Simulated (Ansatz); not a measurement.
## CsLi2Br3 (Immm):Br_i (4-fold void), thermodynamic levels from a 72-atom cell

Charge states of Br_i (4-fold void) in CsLi2Br3 (Immm), set against the band edges. Model: a cell of 72 host atoms with 1 Br put in.

Program: Ansatz 0.2.0. Level of theory: place-levels on PBEsol runs: charge-transition levels and formation energies with image-charge correction and potential alignment at the atomic sites. Results are calculated unless marked as measured.

## Step 1: The structure

The cell holds 73 atoms: 12 Cs, 24 Li and 37 Br. Its edges and angles: a = 13.853 Å, b = 11.980 Å, c = 13.179 Å, α = 90.0°, β = 90.0°, γ = 67.3°. It derives from CsLi2Br3 (space group Immm). Nearest the centre at fractional (0.287, 0.692, 0.904): Br73 at 0.00 Å, Cs25 at 2.48 Å, Br46 at 2.50 Å, Li30 at 2.51 Å, Br20 at 2.55 Å, Br22 at 2.92 Å, Li6 at 2.92 Å, Br39 at 3.37 Å.

Coordinates:

```xyz
73
Lattice="13.8531 0.0000 0.0000 4.6177 11.0537 0.0000 0.0000 0.0000 13.1792" Properties=species:S:1:pos:R:3 pbc="T T T"
Cs    2.3089    5.5269    0.0000
Cs    4.6177    8.2903    6.5896
Cs    2.3089    0.0000    0.0000
Cs    4.6177    2.7634    6.5896
Li    2.3089    5.5269    4.0586
Li    4.6177    8.2903   10.6482
Li    2.3089    0.0000    4.0586
Li    4.6177    2.7634   10.6482
Li    2.3089    5.5269    9.1205
Li    4.6177    8.2903    2.5310
Li    2.3089    0.0000    9.1205
Li    4.6177    2.7634    2.5310
Br    0.0000    0.0000   10.3044
Br    2.3089    2.7634    3.7148
Br    4.6177    5.5269   10.3044
Br    6.9266    8.2903    3.7148
Br    0.0000    0.0000    2.8748
Br    2.3089    2.7634    9.4643
Br    4.6177    5.5269    2.8748
Br    6.9266    8.2903    9.4643
Br    2.3089    5.5269    6.5896
Br    4.6177    8.2903    0.0000
Br    2.3089    0.0000    6.5896
Br    4.6177    2.7634    0.0000
Cs    6.9266    5.5269    0.0000
Cs    9.2354    8.2903    6.5896
Cs    6.9266    0.0000    0.0000
Cs    9.2354    2.7634    6.5896
Li    6.9266    5.5269    4.0586
Li    9.2354    8.2903   10.6482
Li    6.9266    0.0000    4.0586
Li    9.2354    2.7634   10.6482
Li    6.9266    5.5269    9.1205
Li    9.2354    8.2903    2.5310
Li    6.9266    0.0000    9.1205
Li    9.2354    2.7634    2.5310
Br    4.6177    0.0000   10.3044
Br    6.9266    2.7634    3.7148
Br    9.2354    5.5269   10.3044
Br   11.5443    8.2903    3.7148
Br    4.6177    0.0000    2.8748
Br    6.9266    2.7634    9.4643
Br    9.2354    5.5269    2.8748
Br   11.5443    8.2903    9.4643
Br    6.9266    5.5269    6.5896
Br    9.2354    8.2903    0.0000
Br    6.9266    0.0000    6.5896
Br    9.2354    2.7634    0.0000
Cs   11.5443    5.5269    0.0000
Cs   13.8531    8.2903    6.5896
Cs   11.5443    0.0000    0.0000
Cs   13.8531    2.7634    6.5896
Li   11.5443    5.5269    4.0586
Li   13.8531    8.2903   10.6482
Li   11.5443    0.0000    4.0586
Li   13.8531    2.7634   10.6482
Li   11.5443    5.5269    9.1205
Li   13.8531    8.2903    2.5310
Li   11.5443    0.0000    9.1205
Li   13.8531    2.7634    2.5310
Br    9.2354    0.0000   10.3044
Br   11.5443    2.7634    3.7148
Br   13.8531    5.5269   10.3044
Br   16.1620    8.2903    3.7148
Br    9.2354    0.0000    2.8748
Br   11.5443    2.7634    9.4643
Br   13.8531    5.5269    2.8748
Br   16.1620    8.2903    9.4643
Br   11.5443    5.5269    6.5896
Br   13.8531    8.2903    0.0000
Br   11.5443    0.0000    6.5896
Br   13.8531    2.7634    0.0000
Br    7.1714    7.6518   11.9183
```

Screening for the image-charge correction: ε∞ = (3.11, 3.22, 3.04), ε0 = (6.58, 24.18, 6.70), from a response run on this crystal (DFPT, PBEsol) at that run's own cell.

The cell's shortest repeat is 12.0 Å.

## Step 2: What was run first

A transition level is the Fermi level at which two charge states cost the same, so each charge needs its own total energy, at its own relaxed structure.

Each atom starts 0.05 Å or so off its site in a random direction. Forces are taken at one point at (¼, ¼, ¼). The cell holds 1 electron more than the neutral one, with a uniform background that keeps it neutral on the whole.

The sampling was tested on the host first: at the k-points planned (1x1x1 shifted 0.25 0.25 0.25) its energy lies 0.002 eV an atom from the dense-mesh value, under the bound of 0.02 eV set for this test; that bounds the host's error, not the defect's.

One state's input; the others differ in charge, spin, start and seed, and in occupations where the table says so.

qm1.relax/input.yaml reads:

```yaml
crystal:
  lattice:
    - [4.61771326, 0.0, 0.0]
    - [4.61771326, 11.05374873, 0.0]
    - [0.0, 0.0, 13.17917308]
  atoms:
    - { symbol: Cs, position: [0.0, 0.5, 0.0] }
    - { symbol: Cs, position: [0.25, 0.75, 0.5] }
    - { symbol: Cs, position: [0.5, 0.0, 0.0] }
    - { symbol: Cs, position: [0.75, 0.25, 0.5] }
    - { symbol: Li, position: [0.0, 0.5, 0.30795831] }
    - { symbol: Li, position: [0.25, 0.75, 0.80795831] }
    - { symbol: Li, position: [0.5, 0.0, 0.30795831] }
    - { symbol: Li, position: [0.75, 0.25, 0.80795831] }
    - { symbol: Li, position: [0.0, 0.5, 0.69204169] }
    - { symbol: Li, position: [0.25, 0.75, 0.19204169] }
    - { symbol: Li, position: [0.5, 0.0, 0.69204169] }
    - { symbol: Li, position: [0.75, 0.25, 0.19204169] }
    - { symbol: Br, position: [0.0, 0.0, 0.78187158] }
    - { symbol: Br, position: [0.25, 0.25, 0.28187158] }
    - { symbol: Br, position: [0.5, 0.5, 0.78187158] }
    - { symbol: Br, position: [0.75, 0.75, 0.28187158] }
    - { symbol: Br, position: [0.0, 0.0, 0.21812842] }
    - { symbol: Br, position: [0.25, 0.25, 0.71812842] }
    - { symbol: Br, position: [0.5, 0.5, 0.21812842] }
    - { symbol: Br, position: [0.75, 0.75, 0.71812842] }
    - { symbol: Br, position: [0.0, 0.5, 0.5] }
    - { symbol: Br, position: [0.25, 0.75, 0.0] }
    - { symbol: Br, position: [0.5, 0.0, 0.5] }
    - { symbol: Br, position: [0.75, 0.25, 0.0] }
  supercell: [3, 1, 1]
  defects:
    - { interstitial: { symbol: Br, position: [0.286931, 0.692237, 0.904328] } }
total_charge: -1
basis:
  ecutwfc: 420
  xc_grid: 2
hamiltonian:
  xc: pbesol
kpoints:
  mp_grid: { grid: [1, 1, 1], shift: [0.25, 0.25, 0.25] }
scf:
  occupations: { method: fixed }
  max_iter: 60
output:
  forces: true
  charged_corrections: { epsilon: [3.11, 3.22, 3.04], static_epsilon: [6.58, 24.18, 6.7] }
relax:
  f_tol: 0.02
  max_steps: 80
  random_displacement: { amplitude: 0.05, seed: 9175 }
checkpoint:
  write: "../qm1.relax.run"
  compress: false
  write_wavefunctions: true
  write_every: 100000
```

Launch:

```console
> ansatz run input.yaml --threads 8 --pin off --max-ram 14131MiB --backend cpu --events-out ev --progress --plain --runs-dir out
```

The relaxed structure is kept and the sampling changed to a 2×2×2 shifted mesh.

The run of this state that the levels use, under PBEsol:

qm1.point/input.yaml reads:

```yaml
crystal:
  checkpoint: "../qm1.relax.run"
  host: checkpoint
total_charge: -1
basis:
  ecutwfc: 420
  xc_grid: 2
hamiltonian:
  xc: pbesol
kpoints:
  mp_grid: { grid: [2, 2, 2], shift: [0.5, 0.5, 0.5] }
scf:
  occupations: { method: fermi_dirac, width: 0.01 }
  max_iter: 60
output:
  forces: true
  eigenvalues: true
  charged_corrections:
    epsilon: [3.11, 3.22, 3.04]
    static_epsilon: [6.58, 24.18, 6.7]
    defect_position: [0.286931, 0.692237, 0.904328]
  eigenstates: { localisation: true }
  populations: true
  band_densities: [{ bands: [v1, v1] }, { bands: [c1, c1] }]
  write_density: true
  write_potential: true
  volumetric_format: npy
  elf: true
checkpoint:
  read: "../qm1.relax.run"
  write: "../qm1.point.run"
  compress: false
  write_wavefunctions: false
  write_every: 100000
```

Relaxations under PBEsol at one point at (¼, ¼, ¼); times on 8 threads of Arm Neoverse V1, shared host:

```csv
charge,moment (μB),occupations,outcome,steps,largest displacement against the far atoms (Å),time
−1,0,fixed,converged,19,0.96,3.9 min
0,1,fixed,converged,9,0.73,5.2 min
+1,0,fixed,converged,14,0.89,3.2 min
```

Single points under PBEsol at a 2×2×2 shifted mesh; times on 8 threads of Arm Neoverse V1, shared host:

```csv
charge,moment (μB),occupations,outcome,time
−1,0,fermi-dirac,converged,2 min
0,1,fermi-dirac,converged,4.6 min
+1,0,fermi-dirac,converged,2.3 min
```

Distances (Å) from Br73 to the nearest atoms after relaxation with PBEsol:

```csv
charge,moment (μB),1.,2.,3.,4.,5.,6.
−1,0,Li 2.44,Li 2.50,Cs 3.23,Cs 3.27,Br 3.30,Br 3.39
0,1,Li 2.47,Li 2.74,Br 2.78,Br 3.14,Cs 3.39,Cs 3.40
+1,0,Li 2.46,Br 2.48,Br 2.58,Li 3.30,Br 3.44,Br 3.44
```

## Step 3: place-levels, PBEsol

A charged cell interacts with its images and the background, and its potential has another zero than the host's. place-levels removes the first by a point-charge model, screened by the static dielectric constant since the ions have relaxed around the charge, and the second by comparing potentials at atoms far from the defect.

The host is a run of the defect-free crystal in the same cutoffs, grids and k-points, so that basis and sampling errors cancel in part in the differences. Its band edges come from a run of the primitive cell that searches the zone for them. The host is run in a cell of 24 atoms on a matching mesh. Chemical potentials are energies per atom of Br (solid Br2 (Cmce)), run with the same functional and cutoff.

levels.point.yaml reads:

```yaml
host:
  run: host.point.run
  levels_from: { run: edges.point.run }
states: [qm1.point.run, q0_M1.point.run, qp1.point.run]
geometry_from:
  qm1.point.run: qm1.relax.run
  q0_M1.point.run: q0_M1.relax.run
  qp1.point.run: qp1.relax.run
  host.point.run: host.relax.run
chemical_potentials:
  Br:
    energy: -2736.47272
    dataset: "<sha256 of the dataset>"
epsilon: [3.11, 3.22, 3.04]
static_epsilon: [6.58, 24.18, 6.7]
vertical:
  - { from: qm1.point.run, to: qm1.point_neutral.run }
  - { from: qp1.point.run, to: qp1.point_neutral.run }
```

Launch:

```console
> ansatz place-levels levels.point.yaml -- --threads 8 --pin off --max-ram 14131MiB
```

Numbers of over 12 decimals in the logs are rounded to 6 here.

The log of the run:

```text
[... repeated set-up lines and file paths are left out, and long positions are rounded to six places ...]
(+1/0) 0.753 eV above the valence edge, 3.561 eV under the conduction edge
(0/-1) 0.980 eV above the valence edge, 3.333 eV under the conduction edge
formation energy of charge +1: +0.484 eV with the Fermi level at the valence edge
formation energy of charge 0: +1.236 eV with the Fermi level at the valence edge
formation energy of charge -1: +2.217 eV with the Fermi level at the valence edge
vertical -1 to 0: no energy, since no alignment is typed
  the change from vertical[0].from (qm1.point.run) to vertical[0].to (qm1.point_neutral.run): by its potential at epsilon [3.11, 3.22, 3.04] it stands at 0.268 0.748 0.906, with an rms radius of about 3.7 Å (2.5 1.1 2.5 Å across the planes of the cell's [...]
vertical +1 to 0: no energy, since no alignment is typed
  the change from vertical[1].from (qp1.point.run) to vertical[1].to (qp1.point_neutral.run): by its spins about the atoms it stands at 0.300 0.749 0.849, with an rms radius of about 2.4 Å (1.2 0.7 1.9 Å across the planes of the cell's vectors); [...]
  edges by pbesol of host.levels_from (edges.point.run), its mesh sampled to repeats of 36.94 Å (the valence edge +0.099 eV and the conduction edge -0.350 eV from those of the host's own run), gap 4.314 eV; the host is sampled to repeats of 28.81 Å
  the defect's cells are sampled to repeats of 28.81 Å, like sampling
  charge +1: -173270.4634 eV with its correction of +0.305 eV, at epsilon [6.58, 24.18, 6.7], aligned at sites: +0.1614 eV, mean over 37 atomic sites at or beyond 5.99 Å from the defect at [0.2869, 0.6922, 0.9043], with +0.014439 for the charge's moments and [...]
  charge 0: +0.000 eV for its dipole among its images, +0.000 omitted
  charge -1: -173264.1855 eV with its correction of +0.027 eV, at epsilon [6.58, 24.18, 6.7], aligned at sites: +0.1170 eV, mean over 37 atomic sites at or beyond 5.99 Å from the defect at [0.2869, 0.6922, 0.9043], with +0.000000 for the charge's moments and [...]
  of states[2] (qp1.point.run): its displacements don't fall off away from the defect: farther atoms stand 0.085 Å off the host's places. [...]
  of states[1] (q0_M1.point.run): its displacements don't fall off away from the defect: farther atoms stand 0.063 Å off the host's places. [...]
  of states[0] (qm1.point.run): it parts from the run at its places by a charge that spreads by about 2.5 Å along one vector (2.2 Å or more is wide), by its potential at epsilon [3.11, 3.22, 3.04], taken for that of held ions (one typed too small widens it), [...]
  of vertical[0].from (qm1.point.run): its displacements don't fall off away from the defect: farther atoms stand 0.087 Å off the host's places. [...]
  vertical[0].to (qm1.point_neutral.run): levels filled in part (TS 0.003 eV): its energy is of no whole electron's
  of vertical[0].to (qm1.point_neutral.run): its displacements don't fall off away from the defect: farther atoms stand 0.087 Å off the host's places. [...]
  of vertical[1].from (qp1.point.run): its displacements don't fall off away from the defect: farther atoms stand 0.085 Å off the host's places. [...]
  of vertical[1].to (qp1.point_neutral.run): its displacements don't fall off away from the defect: farther atoms stand 0.085 Å off the host's places. [...]
```

It took 0.39 s on 8 threads of Arm Neoverse V1, shared host.

Under PBEsol the gap is 4.31 eV, (+1/0) 0.75, (0/−1) 0.98 eV.

Levels between the charges placed, in eV above the valence top:

```csv
,gap (eV),(+1/0),(0/−1)
PBEsol,4.31,0.75,0.98
```

Corrections by state:

```csv
charge,moment (μB),image terms and alignment (eV),band filling (eV),ε used,"over the lowest of its charge, as the program ranks them, band filling apart (eV)"
+1,0.0,0.305,-,"principal values (6.58, 6.70, 24.18)",0.000
0,1.0,0.000,-,-,0.000
−1,0.0,0.027,-,"principal values (6.58, 6.70, 24.18)",0.000
```

The charged structures listed were also run neutral, and place-levels reads from each pair, by the potential or the spins, how wide the charge is by which they differ; that can be the carrier of either run.

```csv
charge,rms radius (Å),spread where it is widest against the cell (Å),wide from (Å),reading
+1,2.4,1.89,2.28,narrow
−1,3.7,2.49,2.21,wide
```

The neutral runs of these pairs need not share the spin of the lowest neutral state, and very wide values only mean spread over the cell.

From the program's caveats on the states, each cut to its opening words:

- charge +1: its displacements don't fall off away from the defect: farther atoms stand 0.085 Å off the host's places
- charge 0 (1 μB): its displacements don't fall off away from the defect: farther atoms stand 0.063 Å off the host's places
- charge 0 (1 μB): flagged: stability check not made
- charge −1: it parts from the run at its places by a charge that spreads by about 2.5 Å along one vector (2.2 Å or more is wide), by its potential at epsilon [3.11, 3.22, [...]
- charge −1: its displacements don't fall off away from the defect: farther atoms stand 0.087 Å off the host's places

Chemical potentials of the elements' reference phases, run alike. Formation energy by charge state (elemental references; gap 4.31 eV):

```csv
charge,at valence top (eV),at conduction bottom (eV),correction included (eV)
+1,0.48,4.80,0.31
0,1.24,1.24,0.00
−1,2.22,-2.10,0.03
```

| Fermi level (eV) | lowest formation energy (eV) |
| --- | --- |
| 0.00 | 0.48 |
| 0.39 | 0.88 |
| 0.78 | 1.24 |
| 1.18 | 1.04 |
| 1.57 | 0.65 |
| 1.96 | 0.26 |
| 2.35 | -0.14 |
| 2.75 | -0.53 |
| 3.14 | -0.92 |
| 3.53 | -1.31 |
| 3.92 | -1.71 |
| 4.31 | -2.10 |

(Part 1 of 2 ends here.)

[Logs are printed without paths, hosts, clocks, repeated set-up lines and the standing remarks that a program may print on its own settings, such as how far it seeks lower states.]

[Hosts, paths, dates, database ids (printed as entryN), source tags and the programs' standing remarks are cut or masked in the printed files.]

[Where a table of states has a column of steps, it counts the stored structures, which are thinned; the runs took as many ionic steps or more.]

[A defect's name tells the site on which it was built; relaxed atoms can leave that site.]

[For some hosts the program warned that the k-mesh of the response run may be too coarse for force constants and the static dielectric constant; such warnings are not shown here.]
